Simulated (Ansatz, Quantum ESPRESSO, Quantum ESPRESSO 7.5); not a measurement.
# Evanescent states of Si, diamond type, lattice constant set to 5.47 Å

Aim: how fast states decay in the gap of Si, diamond type, lattice constant set to 5.47 Å.

Program: Quantum ESPRESSO 7.5. Level of theory: plane-wave DFT, PBE, GBRV ultrasoft pseudopotentials (cross-check by Ansatz 0.2.0 with PAW datasets). Results are calculated unless marked as measured.

### Step 1. The structure

The structure is cubic, space group Fd-3m (No. 227). The conventional cell has a = 5.470 Å, b = 5.470 Å, c = 5.470 Å, α = 90.00°, β = 90.00°, γ = 90.00°. Nearest to Si lie 4 Si at 2.37 Å.

### Step 2. Ground state

pwcond needs a cell whose third axis lies along the current and stands perpendicular to the other two.

File scf.in:

```
&control
  prefix = 'scf'
  outdir = './out'
  pseudo_dir = './pseudo'
  calculation = 'scf'
  tprnfor = .true.
/
&system
  ibrav = 0
  nat = 4
  ntyp = 1
  ecutwfc = 40
  ecutrho = 200
  occupations = 'fixed'
  nbnd = 12
/
&electrons
  conv_thr = 1e-09
  mixing_beta = 0.6
  electron_maxstep = 120
/
ATOMIC_SPECIES
  Si  28.0850  si_pbe_v1.uspp.F.UPF
CELL_PARAMETERS angstrom
  3.86787409309041 0.00000000000000 0.00000000000000
  0.00000000000000 3.86787409309041 0.00000000000000
  0.00000000000000 0.00000000000000 5.47000000000000
ATOMIC_POSITIONS crystal
  Si  0.000000000000 0.000000000000 0.000000000000
  Si  0.500000000000 0.000000000000 0.250000000000
  Si  0.500000000000 0.500000000000 0.500000000000
  Si  0.000000000000 0.500000000000 0.750000000000
K_POINTS automatic
  6 6 6 0 0 0
```

Started as:

```console
$ OMP_NUM_THREADS=1 mpirun -n 2 pw.x -nk 2 -in scf.in > scf.out
```

The program printed:

```text
Program PWSCF v.7.5 starts
[citation notice left out]

     Parallel version (MPI & OpenMP), running on       2 processor cores
     Number of MPI processes:                 2
     Threads/MPI process:                     1

     MPI processes distributed on     1 nodes
[...]
Current dimensions of program PWSCF are:
     Max number of different atomic species (ntypx) = 10
     Max number of k-points (npk) =  40000
     Max angular momentum in pseudopotentials (lmaxx) =  4
     Found identity + ( -0.5000 -0.5000 -0.5000) symmetry
     This is a supercell, fractional translations are disabled
     Message from routine setup:
     using ibrav=0 with symmetry is DISCOURAGED, use correct ibrav instead

     K-points division:     npool     =       2
     Subspace diagonalization in iterative solution of the eigenvalue problem:
     a serial algorithm will be used

     G-vector sticks info
     --------------------
     sticks:   dense  smooth     PW     G-vecs:    dense   smooth      PW
     Sum         853     673    213                26427    18841    3227

     Using Slab Decomposition

     bravais-lattice index     =            0
     lattice parameter (alat)  =       7.3092  a.u.
     unit-cell volume          =     552.2409 (a.u.)^3
     number of atoms/cell      =            4
     number of atomic types    =            1
     number of electrons       =        16.00
     number of Kohn-Sham states=           12
     kinetic-energy cutoff     =      40.0000  Ry
     charge density cutoff     =     200.0000  Ry
     scf convergence threshold =      1.0E-09
     mixing beta               =       0.6000
     number of iterations used =            8  plain     mixing
     Exchange-correlation= SLA  PW   PBE  PBE
                           (   1   4   3   4   0   0   0)

     celldm(1)=   7.309223  celldm(2)=   0.000000  celldm(3)=   0.000000
     celldm(4)=   0.000000  celldm(5)=   0.000000  celldm(6)=   0.000000

     crystal axes: (cart. coord. in units of alat)
               a(1) = (   1.000000   0.000000   0.000000 )
               a(2) = (   0.000000   1.000000   0.000000 )
               a(3) = (   0.000000   0.000000   1.414214 )

     reciprocal axes: (cart. coord. in units 2 pi/alat)
               b(1) = (  1.000000  0.000000  0.000000 )
               b(2) = (  0.000000  1.000000  0.000000 )
               b(3) = (  0.000000  0.000000  0.707107 )

     PseudoPot. # 1 for Si read from file:
     ./pseudo/si_pbe_v1.uspp.F.UPF
     Pseudo is Ultrasoft + core correction, Zval =  4.0
     Generated by new atomic code, or converted to UPF format
     Using radial grid of  899 points,  6 beta functions with:
                l(1) =   0
                l(2) =   0
                l(3) =   1
                l(4) =   1
                l(5) =   2
                l(6) =   2
     Q(r) pseudized with  8 coefficients,  rinner =    0.900   0.900   0.900
                                                       0.900   0.900

     atomic species   valence    mass     pseudopotential
     Si                4.00    28.08500     Si( 1.00)

      8 Sym. Ops. (no inversion) found

   Cartesian axes

     site n.     atom                  positions (alat units)
         1        Si     tau(   1) = (   0.0000000   0.0000000   0.0000000  )
         2        Si     tau(   2) = (   0.5000000   0.0000000   0.3535534  )
         3        Si     tau(   3) = (   0.5000000   0.5000000   0.7071068  )
         4        Si     tau(   4) = (   0.0000000   0.5000000   1.0606602  )

     number of k points=    40
                       cart. coord. in units 2pi/alat
        k(    1) = (   0.0000000   0.0000000   0.0000000), wk =   0.0092593
        k(    2) = (   0.0000000   0.0000000   0.1178511), wk =   0.0185185
        k(    3) = (   0.0000000   0.0000000   0.2357023), wk =   0.0185185
        k(    4) = (   0.0000000   0.0000000  -0.3535534), wk =   0.0092593
        k(    5) = (   0.0000000   0.1666667   0.0000000), wk =   0.0370370
        k(    6) = (   0.0000000   0.1666667   0.1178511), wk =   0.0740741
        k(    7) = (   0.0000000   0.1666667   0.2357023), wk =   0.0740741
        k(    8) = (   0.0000000   0.1666667  -0.3535534), wk =   0.0370370
        k(    9) = (   0.0000000   0.3333333   0.0000000), wk =   0.0370370
        k(   10) = (   0.0000000   0.3333333   0.1178511), wk =   0.0740741
[...]
k(   40) = (  -0.5000000  -0.5000000  -0.3535534), wk =   0.0092593

     Dense  grid:    26427 G-vectors     FFT dimensions: (  36,  36,  48)

     Smooth grid:    18841 G-vectors     FFT dimensions: (  30,  30,  45)

     Estimated max dynamical RAM per process >      67.73 MB

     Estimated total dynamical RAM >     129.02 MB

     Initial potential from superposition of free atoms

     starting charge      15.9973, renormalised to      16.0000
     Starting wfcs are   16 randomized atomic wfcs

     total cpu time spent up to now is        0.6 secs

     per-process dynamical memory:    29.4 Mb

     Self-consistent Calculation

     iteration #  1     ecut=    40.00 Ry     beta= 0.60
     Davidson diagonalization with overlap
     ethr =  1.00E-02,  avg # of iterations =  3.2

     Threshold (ethr) on eigenvalues was too large:
     Diagonalizing with lowered threshold

     Davidson diagonalization with overlap
     ethr =  6.36E-04,  avg # of iterations =  1.7

     total cpu time spent up to now is        2.3 secs

     total energy              =     -38.38300007 Ry
     estimated scf accuracy    <       0.10815044 Ry

     iteration #  2     ecut=    40.00 Ry     beta= 0.60
[...]
total energy              =     -38.38499990 Ry
     estimated scf accuracy    <       0.01056407 Ry

     iteration #  3     ecut=    40.00 Ry     beta= 0.60
[...]
total energy              =     -38.38563824 Ry
     estimated scf accuracy    <       0.00016691 Ry

     iteration #  4     ecut=    40.00 Ry     beta= 0.60
[...]
total energy              =     -38.38577900 Ry
     estimated scf accuracy    <       0.00000200 Ry

     iteration #  5     ecut=    40.00 Ry     beta= 0.60
[...]
total energy              =     -38.38578281 Ry
     estimated scf accuracy    <       0.00000014 Ry

     iteration #  6     ecut=    40.00 Ry     beta= 0.60
[...]
total energy              =     -38.38578284 Ry
     estimated scf accuracy    <       0.00000003 Ry

     iteration #  7     ecut=    40.00 Ry     beta= 0.60
[...]
total energy              =     -38.38578284 Ry
     estimated scf accuracy    <          3.7E-09 Ry

     iteration #  8     ecut=    40.00 Ry     beta= 0.60
[...]
End of self-consistent calculation

          k = 0.0000 0.0000 0.0000 (  2405 PWs)   bands (ev):

    -5.8405  -1.7757  -1.7757   3.1763   3.1763   5.9707   5.9710   5.9710
     6.7283   6.7283   8.5275   8.5275

          k = 0.0000 0.0000 0.1179 (  2393 PWs)   bands (ev):

    -5.7213  -2.9628  -0.4468   3.2840   3.2840   5.2597   5.5526   5.5526
     6.5861   7.1928   8.2589   9.0925

          k = 0.0000 0.0000 0.2357 (  2361 PWs)   bands (ev):

    -5.3655  -3.9724   0.9784   3.6036   3.6036   3.9137   4.8060   4.8060
     6.7333   7.6868   7.9984  10.1760

          k = 0.0000 0.0000-0.3536 (  2396 PWs)   bands (ev):

    -4.7790  -4.7790   2.4496   2.4496   4.1221   4.1221   4.1221   4.1221
     7.1253   7.1253   9.1106   9.1106

          k = 0.0000 0.1667 0.0000 (  2357 PWs)   bands (ev):

    -5.6031  -1.9200  -1.5166   2.2161   3.3654   4.3801   5.1300   5.8532
     6.9459   8.5239   8.7733   8.8302

          k = 0.0000 0.1667 0.1179 (  2382 PWs)   bands (ev):

    -5.4862  -2.8335  -0.5478   2.4231   3.4687   3.6065   5.5296   5.5298
     7.0721   8.2522   8.6973   9.1630

[...]
highest occupied, lowest unoccupied level (ev):     5.9710    6.5861

!    total energy              =     -38.38578284 Ry
     estimated scf accuracy    <          1.5E-10 Ry

     The total energy is the sum of the following terms:
     one-electron contribution =       9.88590829 Ry
     hartree contribution      =       2.27264958 Ry
     xc contribution           =     -17.19214163 Ry
     ewald contribution        =     -33.35219909 Ry

     convergence has been achieved in   8 iterations

     Forces acting on atoms (cartesian axes, Ry/au):

     atom    1 type  1   force =     0.00000000    0.00000000    0.00000000
     atom    2 type  1   force =     0.00000000    0.00000000   -0.00000041
     atom    3 type  1   force =     0.00000000    0.00000000    0.00000000
     atom    4 type  1   force =     0.00000000    0.00000000    0.00000041

     Total force =     0.000001     Total SCF correction =     0.000001
     SCF correction compared to forces is large: reduce conv_thr to get better values

[...]
=------------------------------------------------------------------------------=
   JOB DONE.
=------------------------------------------------------------------------------=
```

It took 9.4 s on 2 MPI ranks of Arm Neoverse V2, shared host; peak memory 0.2 GiB.

Numbers from this step:

| Quantity | Value |
| --- | --- |
| free energy | -522.2652 eV |
| valence top, on the run's zero | 5.971 eV |
| conduction bottom, on the run's zero | 6.586 eV |
| gap by band count | 0.6151 eV |

The run needed 8 iterations to bring the estimated error under 1e-09 Ry.

[end of part 1 of 3]

[Logs are printed without paths, hosts, clocks, repeated set-up lines and the standing remarks that a program may print on its own settings, such as how far it seeks lower states.]

[Hosts, paths, dates, database ids (printed as entryN), source tags and the programs' standing remarks are cut or masked in the printed files.]

[Maps of the electrostatic potential energy from Ansatz leave out the sawtooth potential of an applied field or a dipole correction, so their vacuum need not be flat; planar profiles and work functions include it.]
